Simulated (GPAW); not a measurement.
## A 7-layer slab of Hf(0001): simulated STM images

What would a tunnelling microscope show on a 7-layer slab of Hf(0001)?

Calculated with GPAW 26.7.0; GPAW, PAW setups; slab in vacuum, relaxation, in the first sound run; inputs show where later runs differ.

## (1) The structure

The cell holds 7 atoms: 7 Hf. Its edges and angles: a = 3.200 Å, b = 3.200 Å, c = 31.187 Å, α = 90.0°, β = 90.0°, γ = 60.0°. Vacuum lies along c.

## (2) Relaxation

The atoms are relaxed first, since the surface dipole, and with it the work function, follows the positions of the outer layers. The lowest 3 atoms are held at bulk positions and keep their forces.

run.py

```python
import json
import numpy as np
from ase import Atoms
from ase.constraints import FixAtoms
from ase.optimize import BFGS
from gpaw import GPAW, PW

slab = Atoms(
    ['Hf', 'Hf', 'Hf', 'Hf', 'Hf', 'Hf', 'Hf'],
    positions=[
        [0.00000, 0.00000, 8.00000],
        [3.20000, 1.84752, 10.53120],
        [0.00000, 0.00000, 13.06240],
        [3.20000, 1.84752, 15.59360],
        [0.00000, 0.00000, 18.12480],
        [3.20000, 1.84752, 20.65600],
        [0.00000, 0.00000, 23.18720]],
    cell=[[3.2, 0.0, 0.0], [1.6, 2.77128, 0.0], [0.0, 0.0, 31.1872]],
    pbc=[True, True, False])

slab.calc = GPAW(mode=PW(400), xc='PBE', kpts={'size': (11, 11, 1), 'gamma': True},
                 occupations={'name': 'fermi-dirac', 'width': 0.1}, nbands='160%',
                 convergence={'density': 1e-05}, maxiter=200,
                 poissonsolver={'dipolelayer': 'xy'},
                 symmetry={'tolerance': 1e-3, 'extra_ids': [1, 1, 1, 0, 0, 0, 0]}, txt='slab.txt')
result = {}
slab.set_constraint(FixAtoms([0, 1, 2]))
path = []
opt = BFGS(slab, maxstep=0.2)
opt.attach(lambda: path.append((slab.get_potential_energy(), slab.positions.tolist(), slab.get_forces().tolist())))
result['relaxed'] = bool(opt.run(fmax=0.03, steps=40))
result['path'] = path
energy = slab.get_potential_energy()
fermi = slab.calc.get_fermi_level()
v = slab.calc.get_electrostatic_potential().mean((0, 1)) - fermi
n = slab.calc.get_pseudo_density().mean((0, 1))
L = slab.cell[2, 2]
z = np.arange(len(v)) * L / len(v)
low, high = slab.positions[:, 2].min(), slab.positions[:, 2].max()
below, above = np.interp([low - 5.8, high + 5.8], z, v)
slopes = [np.interp(x, z, np.gradient(v, z)) for x in (low - 5.8, high + 5.8)]
eps = np.array([[slab.calc.get_eigenvalues(k, s) for k in range(len(slab.calc.get_ibz_k_points()))]
                for s in range(slab.calc.get_number_of_spins())]) - fermi
top, bottom = eps[eps < 0].max(), eps[eps > 0].min()
dipole = slab.get_dipole_moment()[2]
print(f'energy {energy:.4f} eV, Fermi level {fermi:.4f} eV, dipole {dipole:.5f} e A')
print(f'potential 5.8 A off the faces, from the Fermi level: lower {below:.4f} eV, upper {above:.4f} eV')
print(f'slope of the potential there: lower {slopes[0]:.5f}, upper {slopes[1]:.5f} eV/A')
print(f'nearest levels on the mesh: {top:.4f} and {bottom:.4f} eV')
print('magnetic moment', round(slab.get_magnetic_moment(), 3))
result.update(energy=energy, fermi=fermi, dipole=dipole, below=below, above=above, slopes=slopes, edges=[top, bottom],
              z=z.tolist(), v=v.tolist(), n=n.tolist(), positions=slab.positions.tolist(),
              forces=slab.get_forces(apply_constraint=False).tolist(), moments=slab.get_magnetic_moments().tolist())
json.dump(result, open('result.json', 'w'))
```

The run is started by

```bash
> OMP_NUM_THREADS=1 OPENBLAS_NUM_THREADS=1 python run.py
```

What it wrote:

```text
Step          Energy          fmax
BFGS:    0      -50.693640        0.710701
BFGS:    1      -50.704797        0.639087
BFGS:    2      -50.738528        0.333930
BFGS:    3      -50.744935        0.079897
BFGS:    4      -50.745399        0.047274
BFGS:    5      -50.745472        0.044440
BFGS:    6      -50.745667        0.032117
BFGS:    7      -50.745857        0.029647
energy -50.6122 eV, Fermi level 3.8450 eV, dipole 0.00044 e A
potential 5.8 A off the faces, from the Fermi level: lower 4.3650 eV, upper 4.3350 eV
slope of the potential there: lower -0.00027, upper 0.00028 eV/A
nearest levels on the mesh: -0.0107 and 0.0200 eV
magnetic moment 0.0
```

Wall time 15 min (1 thread of AMD EPYC 7R13 (Zen 3), shared host); peak memory 0.31 GiB.

Step by step:

| step | energy less that of the first step (eV) | largest force (eV/Å) |
| --- | --- | --- |
| 1 | 0.0000 | 0.7107 |
| 2 | -0.0122 | 0.6391 |
| 3 | -0.0550 | 0.3339 |
| 4 | -0.0587 | 0.0799 |
| 5 | -0.0597 | 0.0473 |
| 6 | -0.0599 | 0.0444 |
| 7 | -0.0602 | 0.0321 |
| 8 | -0.0605 | 0.0296 |

The atoms that moved most (Å):

| atom | dx | dy | dz | length |
| --- | --- | --- | --- | --- |
| Hf6 | 0.000 | 0.000 | 0.082 | 0.082 |
| Hf7 | 0.000 | 0.000 | -0.071 | 0.071 |
| Hf4 | 0.000 | 0.000 | 0.012 | 0.012 |
| Hf5 | 0.000 | 0.000 | -0.006 | 0.006 |

The relaxed structure:

```xyz
7
Lattice="3.2000 0.0000 0.0000 1.6000 2.7713 0.0000 0.0000 0.0000 31.1872" Properties=species:S:1:pos:R:3
Hf    0.0000    0.0000    8.0000
Hf    3.2000    1.8475   10.5312
Hf    0.0000    0.0000   13.0624
Hf    3.2000    1.8475   15.6056
Hf    0.0000    0.0000   18.1188
Hf    3.2000    1.8475   20.7378
Hf    0.0000    0.0000   23.1167
```

This step gave:

| Property | Result |
| --- | --- |
| dipole along the normal | 4.39e-4 e·Å |
| levels nearest the Fermi level on the mesh | -0.01067, 0.01995 eV from the Fermi level |
| upper work function | 4.335 eV |
| lower work function | 4.365 eV |

The electrostatic potential energy of an electron (without an applied field's), less the Fermi level, planar mean oscillates, so the rows of the table below give means over windows of 2.49 Å about each position, cut where the curve ends. Its maxima inside the range that stand out by 2 % of the span (Å: eV): 9.3: -0.443, 11.8: -0.656, 14.3: -0.650, 16.9: -0.804, 19.4: -0.212, 21.9: -1.47. Its minima: 8.0: -22.8, 10.5: -22.6, 13.1: -22.5, 15.6: -22.7, 18.1: -22.5, 20.7: -22.4, 23.2: -22.6.

The electrostatic potential energy of an electron (without an applied field's), less the Fermi level, planar mean by z; means over each step:

z (Å), electrostatic potential energy of an electron (without an applied field's), less the Fermi level, planar mean (eV) and a bar from the least value:
```
     1.25        4.4 ##############################
     3.74        4.4 ##############################
     6.23        1.2 ########################
     8.71       -9.9 #
    11.21       -9.9 #
    13.70       -9.9 #
    16.19      -10.0 #
    18.68       -9.7 #
    21.17      -10.3 
    23.66       -9.1 ##
    26.15        4.1 #############################
    28.64        4.3 ##############################
```

The pseudo valence density, planar mean oscillates, so the rows of the table below give means over windows of 2.6 Å about each position, cut where the curve ends. Its maxima inside the range that stand out by 2 % of the span (Å: e/Å³): 8.0: 1.18, 10.6: 1.15, 13.0: 1.16, 15.6: 1.18, 18.2: 1.16, 20.8: 1.17, 23.2: 1.17. Its minima: 9.3: 0.193, 11.7: 0.192, 14.3: 0.187, 16.9: 0.192, 19.5: 0.175, 21.9: 0.224.

The pseudo valence density, planar mean by z; means over each step:

z (Å), pseudo valence density, planar mean (e/Å³) and a bar:
```
     1.30       0.00 
     3.90       0.00 
     6.50       0.17 #########
     9.10       0.55 ###########################
    11.70       0.55 ###########################
    14.30       0.55 ###########################
    16.90       0.56 ############################
    19.50       0.51 #########################
    22.10       0.61 ##############################
    24.70       0.14 #######
    27.30       0.00 
    29.90       0.00
```

The relaxation lowered the energy of the cell by 0.0605 eV (energies extrapolated to zero smearing; the optimiser's log prints free energies). The largest force left on a free atom is 0.030 eV/Å.

## (3) The slab's potential

The work function is the vacuum plateau of the electrostatic potential less the Fermi level; a dipole layer lets the two faces have plateaus of their own.

This step: GPAW, PAW setups; slab in vacuum (GPAW 26.7.0).

Edit run.py of step 2 so:

```diff
@@ -3,4 +3,3 @@
 from ase import Atoms
-from ase.constraints import FixAtoms
-from ase.optimize import BFGS
+from ase.dft.stm import STM
 from gpaw import GPAW, PW
@@ -13,6 +12,6 @@
         [0.00000, 0.00000, 13.06240],
-        [3.20000, 1.84752, 15.59360],
-        [0.00000, 0.00000, 18.12480],
-        [3.20000, 1.84752, 20.65600],
-        [0.00000, 0.00000, 23.18720]],
+        [3.20000, 1.84752, 15.60564],
+        [0.00000, 0.00000, 18.11882],
+        [3.20000, 1.84752, 20.73783],
+        [-0.00000, -0.00000, 23.11666]],
     cell=[[3.2, 0.0, 0.0], [1.6, 2.77128, 0.0], [0.0, 0.0, 31.1872]],
@@ -24,10 +23,4 @@
                  poissonsolver={'dipolelayer': 'xy'},
-                 symmetry={'tolerance': 1e-3, 'extra_ids': [1, 1, 1, 0, 0, 0, 0]}, txt='slab.txt')
+                 symmetry={'tolerance': 1e-3}, txt='slab.txt')
 result = {}
-slab.set_constraint(FixAtoms([0, 1, 2]))
-path = []
-opt = BFGS(slab, maxstep=0.2)
-opt.attach(lambda: path.append((slab.get_potential_energy(), slab.positions.tolist(), slab.get_forces().tolist())))
-result['relaxed'] = bool(opt.run(fmax=0.03, steps=40))
-result['path'] = path
 energy = slab.get_potential_energy()
@@ -53,2 +46,16 @@
               forces=slab.get_forces(apply_constraint=False).tolist(), moments=slab.get_magnetic_moments().tolist())
+
+# Images need the states of the whole zone, up to time reversal
+slab.calc = slab.calc.fixed_density(symmetry={'point_group': False}, txt='states.txt',
+                                    convergence={'bands': 'CBM+1.3'})
+stm = STM(slab)
+result['stm'] = []
+for bias in [-1.0, 1.0]:
+    height = high + 3.0
+    current = stm.get_averaged_current(bias, height)
+    x, y, h = stm.scan(bias, current)
+    i, f = divmod(height / L * stm.ldos.shape[2], 1)
+    I = abs((1 - f) * stm.ldos[:, :, int(i)] + f * stm.ldos[:, :, int(i) + 1])
+    print(f'bias {bias} V: mean current at 3.0 A {current:.4e}, corrugation {np.ptp(h):.4f} A')
+    result['stm'].append(dict(bias=bias, current=current, h=(h - high).tolist(), I=I.tolist()))
 json.dump(result, open('result.json', 'w'))
```

What it wrote:

```text
energy -50.6122 eV, Fermi level 3.8452 eV, dipole 0.00057 e A
potential 5.8 A off the faces, from the Fermi level: lower 4.3643 eV, upper 4.3346 eV
slope of the potential there: lower -0.00028, upper 0.00029 eV/A
nearest levels on the mesh: -0.0105 and 0.0200 eV
magnetic moment 0.0
bias -1.0 V: mean current at 3.0 A 9.1536e-04, corrugation 0.0461 A
bias 1.0 V: mean current at 3.0 A 8.7062e-04, corrugation 0.1822 A
```

Elapsed: 5.1 min, on 1 thread; peak memory 0.76 GiB.

Numbers from this step:

| Item | Value |
| --- | --- |
| dipole along the normal | 5.66e-4 e·Å |
| levels nearest the Fermi level on the mesh | -0.01051, 0.02001 eV from the Fermi level |
| lower work function | 4.364 eV |
| corrugation -1 | 0.04612 Å |
| corrugation 1 | 0.1822 Å |

The electrostatic potential energy of an electron (without an applied field's), less the Fermi level, planar mean oscillates, so the rows of the table below give means over windows of 2.49 Å about each position, cut where the curve ends. Its maxima inside the range that stand out by 2 % of the span (Å: eV): 9.3: -0.443, 11.8: -0.656, 14.3: -0.650, 16.9: -0.804, 19.4: -0.211, 21.9: -1.47. Its minima: 8.0: -22.8, 10.5: -22.6, 13.1: -22.5, 15.6: -22.7, 18.1: -22.5, 20.7: -22.4, 23.2: -22.6.

The electrostatic potential energy of an electron (without an applied field's), less the Fermi level, planar mean by z; means over each step:

| z (Å) | electrostatic potential energy of an electron (without an applied field's), less the Fermi level, planar mean (eV) |
| --- | --- |
| 1.25 | 4.36 |
| 3.74 | 4.35 |
| 6.23 | 1.19 |
| 8.71 | -9.86 |
| 11.21 | -9.89 |
| 13.70 | -9.87 |
| 16.19 | -10.0 |
| 18.68 | -9.69 |
| 21.17 | -10.3 |
| 23.66 | -9.13 |
| 26.15 | 4.10 |
| 28.64 | 4.33 |

The pseudo valence density, planar mean oscillates, so the rows of the table below give means over windows of 2.6 Å about each position, cut where the curve ends. Its maxima inside the range that stand out by 2 % of the span (Å: e/Å³): 8.0: 1.18, 10.6: 1.15, 13.0: 1.16, 15.6: 1.18, 18.2: 1.16, 20.8: 1.17, 23.2: 1.17. Its minima: 9.3: 0.193, 11.7: 0.192, 14.3: 0.187, 16.9: 0.192, 19.5: 0.175, 21.9: 0.224.

The pseudo valence density, planar mean by z; means over each step:

z (Å), pseudo valence density, planar mean (e/Å³) and a bar:
```
     1.30       0.00 
     3.90       0.00 
     6.50       0.17 #########
     9.10       0.55 ###########################
    11.70       0.55 ###########################
    14.30       0.55 ###########################
    16.90       0.56 ############################
    19.50       0.51 #########################
    22.10       0.61 ##############################
    24.70       0.14 #######
    27.30       0.00 
    29.90       0.00
```

Tip height over the top atom over a1 and a2. Sample bias -1 V, constant current at the mean current 3.0 Å over the top atom.

Ten even steps from '0' (2.979 Å) to '9' (3.025 Å):
```
000123444443210
111112333333211
222222233333222
333333333333333
444444433333334
566666543333334
667887664333334
678898876433334
568999986543234
467899987643223
346899998643212
234688988643211
123467887643210
012346676643210
001234566543210
```
Columns: a1 from 0 to 0.933; rows upwards: a2 from 0 to 0.933.

Local density of states summed over the bias window over a1 and a2. Sample bias -1 V, constant height 3.0 Å over the top atom.

Ten even steps from '_' (8.76 × 1e-4 arbitrary) to '@' (9.67 × 1e-4 arbitrary):
```
______..::----======----::..__
..__......::------------::....
::::::::::::::::------::::::::
--------------::::::::::::----
============------::::::------
++++******++++==----::::----==
++**########**++==----::----==
++####%%@@%%####++==--::::--==
++**##%%@@@@%%##**++----::----
==++##%%@@@@@@%%##++==--::::--
--==**##@@@@@@@@##**==--::..::
::--==**##%%%%%%##**==--::....
..::--==**########**==--::..__
____::--==++**##**++==--::____
____..::--==++++++++==--::..__
```
Columns: a1 from 0 to 0.933; rows upwards: a2 from 0 to 0.933.

Tip height over the top atom over a1 and a2. Sample bias 1 V, constant current at the mean current 3.0 Å over the top atom.

Ten even steps from '0' (2.87 Å) to '9' (3.05 Å):
```
001356889886531
212346789987643
333356789998765
544456789999876
766667889999988
877777889999998
888778889999999
888888888888888
888888888887778
778888888776666
567788887765545
346778887764333
234678888764321
013467888764310
002357888875320
```
Columns: a1 from 0 to 0.933; rows upwards: a2 from 0 to 0.933.

Local density of states summed over the bias window over a1 and a2. Sample bias 1 V, constant height 3.0 Å over the top atom.

Ten even steps from '0' (6.94 × 1e-4 arbitrary) to '9' (9.80 × 1e-4 arbitrary):
```
001245788875421
111235788887532
222245689998654
433345789999875
654456789999987
766666788999988
877777788899988
887777788888888
777888877777677
667788877665555
456778877654434
234677877643222
123467777643211
012356787653210
001246788764210
```
Columns: a1 from 0 to 0.933; rows upwards: a2 from 0 to 0.933.

Force by atom:

| atom | x (eV/Å) | y (eV/Å) | z (eV/Å) | size |
| --- | --- | --- | --- | --- |
| Hf1 | 0.000 | 0.000 | 0.551 | 0.551 |
| Hf2 | 0.000 | 0.000 | -0.701 | 0.701 |
| Hf3 | 0.000 | 0.000 | 0.134 | 0.134 |
| Hf4 | 0.000 | 0.000 | 0.012 | 0.012 |
| Hf5 | 0.000 | 0.000 | 0.018 | 0.018 |
| Hf6 | 0.000 | 0.000 | -0.031 | 0.031 |
| Hf7 | 0.000 | 0.000 | 0.022 | 0.022 |

The potential is flat to 2.9e-4 eV/Å where it is read, so the vacuum is wide enough.

## (4) A changed run

One more run, with changed settings.

Edit run.py of step 3 so:

```diff
@@ -3,3 +3,2 @@
 from ase import Atoms
-from ase.dft.stm import STM
 from gpaw import GPAW, PW
@@ -21,3 +20,3 @@
                  occupations={'name': 'fermi-dirac', 'width': 0.1}, nbands='160%',
-                 convergence={'density': 1e-05}, maxiter=200,
+                 convergence={'density': 1e-05}, maxiter=6,
                  poissonsolver={'dipolelayer': 'xy'},
@@ -46,16 +45,2 @@
               forces=slab.get_forces(apply_constraint=False).tolist(), moments=slab.get_magnetic_moments().tolist())
-
-# Images need the states of the whole zone, up to time reversal
-slab.calc = slab.calc.fixed_density(symmetry={'point_group': False}, txt='states.txt',
-                                    convergence={'bands': 'CBM+1.3'})
-stm = STM(slab)
-result['stm'] = []
-for bias in [-1.0, 1.0]:
-    height = high + 3.0
-    current = stm.get_averaged_current(bias, height)
-    x, y, h = stm.scan(bias, current)
-    i, f = divmod(height / L * stm.ldos.shape[2], 1)
-    I = abs((1 - f) * stm.ldos[:, :, int(i)] + f * stm.ldos[:, :, int(i) + 1])
-    print(f'bias {bias} V: mean current at 3.0 A {current:.4e}, corrugation {np.ptp(h):.4f} A')
-    result['stm'].append(dict(bias=bias, current=current, h=(h - high).tolist(), I=I.tolist()))
 json.dump(result, open('result.json', 'w'))
```

What it wrote:

```text
gpaw.KohnShamConvergenceError
```

Run time: 32 s. Hardware: 1 thread; peak memory 0.3 GiB.

No converged result was reached; the numbers in the log don't describe the system.

The fault put into the input: too few SCF iterations (maxiter = 6).

## (5) Outcome

| Quantity | Value |
| --- | --- |
| work function, upper and lower face | 4.335 and 4.364 eV |
| dipole along the normal | 5.7e-4 e Å, near the numerical noise |
| corrugation at -1 V | 0.0461 Å |
| corrugation at 1 V | 0.182 Å |

**Reading.** The corrugation at constant current is largest at 1 V, where the tip height varies by 0.18 Å over the cell. Negative sample bias images filled states, positive bias empty ones. The measured value for polycrystalline Hf, which weights the faces of low work function, is 3.9 eV (as compiled in "Anisotropic work function of elemental crystals", 2019, arxiv:1902.07811); the relaxed upper face lies 0.43 eV over it with PBE. Measured work functions scatter by a tenth of an eV or more between methods. The images are of Tersoff-Hamann type: an s-wave tip, no tip-sample forces, heights closer than in a microscope. The small printed dipole stands for a step of -12 meV from the lower to the upper face, and the probes find -30 meV; values this small are near the numerical noise of both. The in-plane lattice was kept as typed, which isn't the functional's own and leaves some strain; spin-orbit coupling and temperature are left out.

[Logs are printed without paths, hosts, clocks, repeated set-up lines and the standing remarks that a program may print on its own settings, such as how far it seeks lower states.]

[Hosts, paths, dates, database ids (printed as entryN), source tags and the programs' standing remarks are cut or masked in the printed files.]
